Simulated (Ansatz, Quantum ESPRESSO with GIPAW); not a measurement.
**Shieldings and field gradients in GeF2**

The task is to compute the NMR parameters of GeF2 site by site.

Main program and level: Quantum ESPRESSO with GIPAW 8.0dev (patched build); DFT, PBEsol, plane-wave PAW (pslibrary 1.0.0 recipes), scalar-relativistic, GIPAW; a patched development version of the program.

**1. Starting point**

The structure is orthorhombic, space group Pnma (No. 62). Conventional cell: a = 8.298 Å, b = 5.257 Å, c = 4.344 Å, α = 90.00°, β = 90.00°, γ = 90.00°. Nearest to Ge lie 3 F at 1.83 to 1.97 Å. Nearest to F lie 2 Ge at 1.97 Å. Nearest to F lie 1 Ge at 1.83 Å. Farther neighbours and most contacts between anions are not listed.

Coordinates:

```cif
data_structure
_symmetry_space_group_name_H-M 'Pnma'
_symmetry_Int_Tables_number 62
_cell_length_a 8.2976
_cell_length_b 5.2570
_cell_length_c 4.3439
_cell_angle_alpha 90.000
_cell_angle_beta 90.000
_cell_angle_gamma 90.000
_cell_volume 189.48
loop_
_atom_site_label
_atom_site_type_symbol
_atom_site_symmetry_multiplicity
_atom_site_Wyckoff_symbol
_atom_site_fract_x
_atom_site_fract_y
_atom_site_fract_z
_atom_site_occupancy
Ge1 Ge 4 c 0.61362 0.25000 0.24087 1
F1 F 4 a 0.50000 0.50000 0.50000 1
F2 F 4 c 0.78177 0.25000 0.51474 1
```

The cell is a computed entry of the Materials Project; it need not be the form that is stable at ambient conditions.

This structure had its atoms relaxed beforehand (DFT, PBEsol, plane-wave PAW, default files (PAW set soft_2), scalar-relativistic, Ansatz), starting from the database entry, since shieldings follow bond lengths closely.

**2. The SCF step**

GIPAW is a response on top of the ground state, so the wavefunctions come first. Their errors pass straight into the induced current, hence the tight threshold. No empty states are asked for: the response is solved without them. The mesh has a spacing of 0.38 Å⁻¹ at most. The PAW files were made with ld1.x from the pslibrary 1.0.0 recipes, with GIPAW reconstruction switched on (the recipe of F slightly mended, as the packaged one fails to give a sound file).

File scf.in:

```
&control
  calculation = 'scf'
  prefix = 'x'
  outdir = './tmp/'
  pseudo_dir = './'
/
&system
  ibrav = 0
  nat = 12
  ntyp = 2
  ecutwfc = 55
  ecutrho = 330
  nbnd = 56
/
&electrons
  conv_thr = 1.0d-10
  mixing_beta = 0.7
  electron_maxstep = 100
/
ATOMIC_SPECIES
  Ge 72.630 Ge.pbesol-dn-kjpaw_psl.1.0.0-gipaw.UPF
  F 18.998 F.pbesol-n-kjpaw_psl.1.0.0-gipaw.UPF
CELL_PARAMETERS angstrom
  8.29763067 0.00000000 0.00000000
  0.00000000 5.25703209 0.00000000
  0.00000000 0.00000000 4.34385781
ATOMIC_POSITIONS crystal
  Ge 0.61361867 0.25000000 0.24086801
  Ge 0.11361867 0.25000000 0.25913199
  Ge 0.38638133 0.75000000 0.75913199
  Ge 0.88638133 0.75000000 0.74086801
  F 0.50000000 0.50000000 0.50000000
  F 0.00000000 0.00000000 0.00000000
  F 0.50000000 0.00000000 0.50000000
  F 0.00000000 0.50000000 0.00000000
  F 0.78177077 0.25000000 0.51473570
  F 0.28177077 0.25000000 0.98526430
  F 0.21822923 0.75000000 0.48526430
  F 0.71822923 0.75000000 0.01473570
K_POINTS automatic
  2 4 4 1 1 1
```

On the command line:

```sh
$ mpirun -np 4 pw.x -nk 4 -in scf.in > scf.out
```

What it wrote:

```text
using ibrav=0 with symmetry is DISCOURAGED, use correct ibrav instead

     bravais-lattice index     =            0
     lattice parameter (alat)  =      15.6802  a.u.
     unit-cell volume          =    1278.6949 (a.u.)^3
     number of atoms/cell      =           12
     number of atomic types    =            2
     number of electrons       =       112.00
     number of Kohn-Sham states=           56
     kinetic-energy cutoff     =      55.0000  Ry
     charge density cutoff     =     330.0000  Ry
     scf convergence threshold =      1.0E-10
     mixing beta               =       0.7000
     number of iterations used =            8  plain     mixing
     Exchange-correlation= SLA-PW-PSX-PSC
                           (   1   4  10   8   0   0   0)
[...]
Ge               14.00    72.63000     Ge( 1.00)
     F                 7.00    18.99800     F ( 1.00)

      8 Sym. Ops., with inversion, found ( 6 have fractional translation)
[...]
number of k points=     4
[...]
Dense  grid:   129513 G-vectors     FFT dimensions: (  96,  60,  48)

     Smooth grid:    70483 G-vectors     FFT dimensions: (  80,  48,  40)

     Check: negative core charge=   -0.000002

     Initial potential from superposition of free atoms

     starting charge     111.9972, renormalised to     112.0000
     Starting wfcs are   68 randomized atomic wfcs

     Self-consistent Calculation

     iteration #  1     ecut=    55.00 Ry     beta= 0.70
     Davidson diagonalization with overlap
     ethr =  1.00E-02,  avg # of iterations =  1.8

     total energy              =   -1720.01404520 Ry
     estimated scf accuracy    <       1.40510716 Ry

     iteration #  2     ecut=    55.00 Ry     beta= 0.70
     Davidson diagonalization with overlap
     ethr =  1.25E-03,  avg # of iterations =  3.0

     total energy              =   -1720.35240499 Ry
     estimated scf accuracy    <       1.93690830 Ry

     iteration #  3     ecut=    55.00 Ry     beta= 0.70
     Davidson diagonalization with overlap
     ethr =  1.25E-03,  avg # of iterations =  2.0

     total energy              =   -1720.70375614 Ry
     estimated scf accuracy    <       0.01414512 Ry

[...]
total energy              =   -1720.71860899 Ry
[...]
iteration # 12     ecut=    55.00 Ry     beta= 0.70
     Davidson diagonalization with overlap
     ethr =  1.05E-11,  avg # of iterations =  3.0

     total energy              =   -1720.71860900 Ry
     estimated scf accuracy    <          2.5E-10 Ry

     iteration # 13     ecut=    55.00 Ry     beta= 0.70
     Davidson diagonalization with overlap
     ethr =  2.21E-13,  avg # of iterations =  3.2

     End of self-consistent calculation
     [one-electron energies left out]

!    total energy              =   -1720.71860900 Ry
     total all-electron energy =    -18373.886207 Ry
     estimated scf accuracy    <          5.6E-12 Ry

     The total energy is the sum of the following terms:
     one-electron contribution =    -807.79649008 Ry
     hartree contribution      =     475.34985467 Ry
     xc contribution           =    -230.34387232 Ry
     ewald contribution        =    -615.98703631 Ry
     one-center paw contrib.   =    -541.94106495 Ry

     convergence has been achieved in  13 iterations
[...]
JOB DONE.
```

Elapsed: 18 s, on 4 MPI ranks of AMD EPYC 9R45, shared host; peak memory 1.1 GiB.

It converged in 13 cycles to an estimated accuracy of 6e-12 Ry, on 4 irreducible k-points.

**3. Shieldings**

A uniform field breaks periodicity, so gipaw.x applies it as a wave of small q and takes the limit. It solves for the first-order states, builds the induced current and gets the field at each nucleus by Biot–Savart; the PAW spheres add what the smooth waves miss near the nuclei. pawproj makes the reconstruction use the PAW data sets' own projectors.

File nmr.in:

```
&inputgipaw
  job = 'nmr'
  prefix = 'x'
  tmp_dir = './tmp/'
  restart_mode = 'from_scratch'
  verbosity = 'low'
  q_gipaw = 0.01
  spline_ps = .true.
  conv_threshold = 1.0d-14
  use_nmr_macroscopic_shape = .false.
  pawproj(1) = .true.
  pawproj(2) = .true.
/
```

On the command line:

```sh
$ mpirun -np 4 gipaw.x -in nmr.in > nmr.out
```

What it wrote:

```text
[banner, memory and clock lines left out]
[a note of our patched build left out]

     Parallelizing q-star over 1 images

     IMPORTANT: XC functional enforced from input :
     Exchange-correlation= PBESOL
                           (   1   4  10   8   0   0   0)
     Any further DFT definition will be discarded
     Please, verify this is what you really want

     Check: negative core charge=   -0.000002
[...]
alpha_pv=     46.9686 eV

     spline_ps is .false., expect some extrapolation errors

     q-space interpolation up to    66.00 Rydberg

     GIPAW job: nmr
     NMR macroscopic correction: no
[...]
Computing the magnetic susceptibility     isolve=0    ethr=  0.1000E-13
     Starting from scratch
     k-point #    1 of     4      pool #  1    cpu time:       1.8
[...]
End of magnetic susceptibility calculation

     f-sum rule (1st term):
           -70.8582          0.0000          0.0000
             0.0000        -70.8595          0.0000
             0.0000          0.0000        -70.8518

     f-sum rule (2nd term):
            -2.9458          0.0000          0.0000
             0.0000         -2.9432          0.0000
             0.0000          0.0000         -2.9483

     f-sum rule (should be   -73.7831):
           -73.8040          0.0000          0.0000
             0.0000        -73.8027          0.0000
             0.0000          0.0000        -73.8001

[... susceptibilities left out ...]
     Contributions to the NMR chemical shifts: -------------------------------

     Macroscopic shape contribution in ppm:                    0.00
             0.0000          0.0000          0.0000
             0.0000          0.0000          0.0000
             0.0000          0.0000          0.0000

     Core contribution in ppm:

     Atom  1  Ge  pos: (  0.613619  0.158390  0.126096)  core sigma:        2450.56
     Atom  2  Ge  pos: (  0.113619  0.158390  0.135657)  core sigma:        2450.56
     Atom  3  Ge  pos: (  0.386381  0.475169  0.397410)  core sigma:        2450.56
     Atom  4  Ge  pos: (  0.886381  0.475169  0.387849)  core sigma:        2450.56
     Atom  5  F   pos: (  0.500000  0.316779  0.261753)  core sigma:         305.83
     Atom  6  F   pos: (  0.000000  0.000000  0.000000)  core sigma:         305.83
     Atom  7  F   pos: (  0.500000  0.000000  0.261753)  core sigma:         305.83
     Atom  8  F   pos: (  0.000000  0.316779  0.000000)  core sigma:         305.83
     Atom  9  F   pos: (  0.781771  0.158390  0.269467)  core sigma:         305.83
     Atom 10  F   pos: (  0.281771  0.158390  0.515792)  core sigma:         305.83
     Atom 11  F   pos: (  0.218229  0.475169  0.254039)  core sigma:         305.83
     Atom 12  F   pos: (  0.718229  0.475169  0.007714)  core sigma:         305.83

     Bare contribution in ppm:

     Atom  1  Ge  pos: (  0.613619  0.158390  0.126096)  bare sigma:          30.09
[...]
Atom  2  Ge  pos: (  0.113619  0.158390  0.135657)  bare sigma:          30.09
[...]
Atom  3  Ge  pos: (  0.386381  0.475169  0.397410)  bare sigma:          30.09
[...]
Atom  4  Ge  pos: (  0.886381  0.475169  0.387849)  bare sigma:          30.09
[...]
Atom  5  F   pos: (  0.500000  0.316779  0.261753)  bare sigma:          65.18
[...]
Atom  6  F   pos: (  0.000000  0.000000  0.000000)  bare sigma:          65.18
[...]
Atom  7  F   pos: (  0.500000  0.000000  0.261753)  bare sigma:          65.18
[...]
Atom  8  F   pos: (  0.000000  0.316779  0.000000)  bare sigma:          65.18
[...]
Atom  9  F   pos: (  0.781771  0.158390  0.269467)  bare sigma:          62.51
[...]
Atom 10  F   pos: (  0.281771  0.158390  0.515792)  bare sigma:          62.51
[...]
Atom 11  F   pos: (  0.218229  0.475169  0.254039)  bare sigma:          62.51
[...]
Atom 12  F   pos: (  0.718229  0.475169  0.007714)  bare sigma:          62.51
[...]
Diamagnetic contribution in ppm:

     Atom  1  Ge  pos: (  0.613619  0.158390  0.126096)  dia sigma:         281.40
[...]
Atom  2  Ge  pos: (  0.113619  0.158390  0.135657)  dia sigma:         281.40
[...]
Atom  3  Ge  pos: (  0.386381  0.475169  0.397410)  dia sigma:         281.40
[...]
Atom  4  Ge  pos: (  0.886381  0.475169  0.387849)  dia sigma:         281.40
[...]
Atom  5  F   pos: (  0.500000  0.316779  0.261753)  dia sigma:          42.85
[...]
Atom  6  F   pos: (  0.000000  0.000000  0.000000)  dia sigma:          42.85
[...]
Atom  7  F   pos: (  0.500000  0.000000  0.261753)  dia sigma:          42.85
[...]
Atom  8  F   pos: (  0.000000  0.316779  0.000000)  dia sigma:          42.85
[...]
Atom  9  F   pos: (  0.781771  0.158390  0.269467)  dia sigma:          42.64
[...]
Atom 10  F   pos: (  0.281771  0.158390  0.515792)  dia sigma:          42.64
[...]
Atom 11  F   pos: (  0.218229  0.475169  0.254039)  dia sigma:          42.64
[...]
Atom 12  F   pos: (  0.718229  0.475169  0.007714)  dia sigma:          42.64
[...]
Paramagnetic contribution in ppm:

     Atom  1  Ge  pos: (  0.613619  0.158390  0.126096)  para sigma:         173.37
[...]
Atom  2  Ge  pos: (  0.113619  0.158390  0.135657)  para sigma:         173.37
[...]
Atom  3  Ge  pos: (  0.386381  0.475169  0.397410)  para sigma:         173.37
[...]
Atom  4  Ge  pos: (  0.886381  0.475169  0.387849)  para sigma:         173.37
[...]
Atom  5  F   pos: (  0.500000  0.316779  0.261753)  para sigma:          63.26
[...]
Atom  6  F   pos: (  0.000000  0.000000  0.000000)  para sigma:          63.26
[...]
Atom  7  F   pos: (  0.500000  0.000000  0.261753)  para sigma:          63.26
[...]
Atom  8  F   pos: (  0.000000  0.316779  0.000000)  para sigma:          63.26
[...]
Atom  9  F   pos: (  0.781771  0.158390  0.269467)  para sigma:          55.85
[...]
Atom 10  F   pos: (  0.281771  0.158390  0.515792)  para sigma:          55.85
[...]
Atom 11  F   pos: (  0.218229  0.475169  0.254039)  para sigma:          55.85
[...]
Atom 12  F   pos: (  0.718229  0.475169  0.007714)  para sigma:          55.85
[...]
Paramagnetic US occ-occ contribution in ppm:

     Atom  1  Ge  pos: (  0.613619  0.158390  0.126096)  para_oo sigma:          -8.18
[...]
Atom  2  Ge  pos: (  0.113619  0.158390  0.135657)  para_oo sigma:          -8.18
[...]
Atom  3  Ge  pos: (  0.386381  0.475169  0.397410)  para_oo sigma:          -8.18
[...]
Atom  4  Ge  pos: (  0.886381  0.475169  0.387849)  para_oo sigma:          -8.18
[...]
Atom  5  F   pos: (  0.500000  0.316779  0.261753)  para_oo sigma:          -0.27
[...]
Atom  6  F   pos: (  0.000000  0.000000  0.000000)  para_oo sigma:          -0.27
[...]
Atom  7  F   pos: (  0.500000  0.000000  0.261753)  para_oo sigma:          -0.27
[...]
Atom  8  F   pos: (  0.000000  0.316779  0.000000)  para_oo sigma:          -0.27
[...]
Atom  9  F   pos: (  0.781771  0.158390  0.269467)  para_oo sigma:          -0.24
[...]
Atom 10  F   pos: (  0.281771  0.158390  0.515792)  para_oo sigma:          -0.24
[...]
Atom 11  F   pos: (  0.218229  0.475169  0.254039)  para_oo sigma:          -0.24
[...]
Atom 12  F   pos: (  0.718229  0.475169  0.007714)  para_oo sigma:          -0.24
[...]
Paramagnetic US L_R Q_R contribution in ppm:

     Atom  1  Ge  pos: (  0.613619  0.158390  0.126096)  para_lq sigma:       -1278.12
[...]
Atom  2  Ge  pos: (  0.113619  0.158390  0.135657)  para_lq sigma:       -1278.12
[...]
Atom  3  Ge  pos: (  0.386381  0.475169  0.397410)  para_lq sigma:       -1278.12
[...]
Atom  4  Ge  pos: (  0.886381  0.475169  0.387849)  para_lq sigma:       -1278.12
[...]
Atom  5  F   pos: (  0.500000  0.316779  0.261753)  para_lq sigma:        -323.53
[...]
Atom  6  F   pos: (  0.000000  0.000000  0.000000)  para_lq sigma:        -323.53
[...]
Atom  7  F   pos: (  0.500000  0.000000  0.261753)  para_lq sigma:        -323.53
[...]
Atom  8  F   pos: (  0.000000  0.316779  0.000000)  para_lq sigma:        -323.53
[...]
Atom  9  F   pos: (  0.781771  0.158390  0.269467)  para_lq sigma:        -326.36
[...]
Atom 10  F   pos: (  0.281771  0.158390  0.515792)  para_lq sigma:        -326.36
[...]
Atom 11  F   pos: (  0.218229  0.475169  0.254039)  para_lq sigma:        -326.36
[...]
Atom 12  F   pos: (  0.718229  0.475169  0.007714)  para_lq sigma:        -326.36
[...]
Total NMR chemical shifts in ppm: ---------------------------------------
     (adopting the Simpson convention for anisotropy and asymmetry)-----------

     Atom  1  Ge  pos: (  0.613619  0.158390  0.126096)  Total sigma:        1649.13
          1558.6112          0.0000        182.9811
            -0.0000       1477.2357         -0.0000
           156.7342          0.0000       1911.5336

     Ge      1    anisotropy:    496.31    eta:    0.0390
[...]
Atom  2  Ge  pos: (  0.113619  0.158390  0.135657)  Total sigma:        1649.13
[... its tensor is left out ...]
     Atom  3  Ge  pos: (  0.386381  0.475169  0.397410)  Total sigma:        1649.13
[... its tensor is left out ...]
     Atom  4  Ge  pos: (  0.886381  0.475169  0.387849)  Total sigma:        1649.13
[... its tensor is left out ...]
     Atom  5  F   pos: (  0.500000  0.316779  0.261753)  Total sigma:         153.31
           117.6229        -47.3440        -94.6358
           -45.5832        178.0297        106.7745
           -93.1961        110.7812        164.2866

     F       5    anisotropy:    260.91    eta:    0.3853
[...]
Atom  6  F   pos: (  0.000000  0.000000  0.000000)  Total sigma:         153.31
[... its tensor is left out ...]
     Atom  7  F   pos: (  0.500000  0.000000  0.261753)  Total sigma:         153.31
[... its tensor is left out ...]
     Atom  8  F   pos: (  0.000000  0.316779  0.000000)  Total sigma:         153.31
[... its tensor is left out ...]
     Atom  9  F   pos: (  0.781771  0.158390  0.269467)  Total sigma:         140.22
           157.3441          0.0000        132.8011
            -0.0000         95.9143         -0.0000
           129.5032         -0.0000        167.4159

     F       9    anisotropy:    230.11    eta:    0.4223
[...]
Atom 10  F   pos: (  0.281771  0.158390  0.515792)  Total sigma:         140.22
[... its tensor is left out ...]
     Atom 11  F   pos: (  0.218229  0.475169  0.254039)  Total sigma:         140.22
[... its tensor is left out ...]
     Atom 12  F   pos: (  0.718229  0.475169  0.007714)  Total sigma:         140.22
[... its tensor is left out ...]
```

The job ended after 2.6 min (4 MPI ranks; peak memory 0.61 GiB; 10 min of CPU time).

The f-sum rule is met to 0.021 of 73.8 (0.03 %). Converged shieldings require that this miss be small, but a small miss does not prove them.

From the symmetric part of each tensor, with principal values σ11 ≤ σ22 ≤ σ33: σ_iso is their mean, the span is σ33 − σ11 and the skew 3(σ_iso − σ22)/span. (gipaw.x prints an anisotropy in another convention.)

| site | atom no. | atoms in cell | σ_iso (ppm) | span (ppm) | skew |
| --- | --- | --- | --- | --- | --- |
| Ge | 1 | 4 | 1649 | 503 | 0.95 |
| F(1) | 5 | 4 | 153.3 | 294.4 | 0.54 |
| F(2) | 9 | 4 | 140.2 | 262.5 | 0.51 |

The macroscopic shape term is switched off. For a spherical sample the valence susceptibility of this run would add about 6 ppm to every site, a rough estimate, since the susceptibility converges slowly and lacks part of the PAW terms. Differences within the crystal don't depend on it, but shieldings of different compounds can't be compared to better than a few ppm without it.

In this run the largest span is that of Ge (site symmetry m), with principal values 1477, 1490 and 1980 ppm. On F(2) the most shielded direction lies 6° off its short bond to Ge: a field along the bond can't mix the bonding orbital with those across it, so the paramagnetic term is smallest there.

(Part 1 of 2 ends here.)

[Banner, clock, file and message-heading lines were taken out of the pw.x and gipaw.x logs.]

[Logs are printed without paths, hosts, clocks, repeated set-up lines and the standing remarks that a program may print on its own settings, such as how far it seeks lower states.]

[Hosts, paths, dates, database ids (printed as entryN), source tags and the programs' standing remarks are cut or masked in the printed files.]

[Where no reference line passes its bar on scatter, no shift is given, so a measured shift of this compound may stand uncompared.]
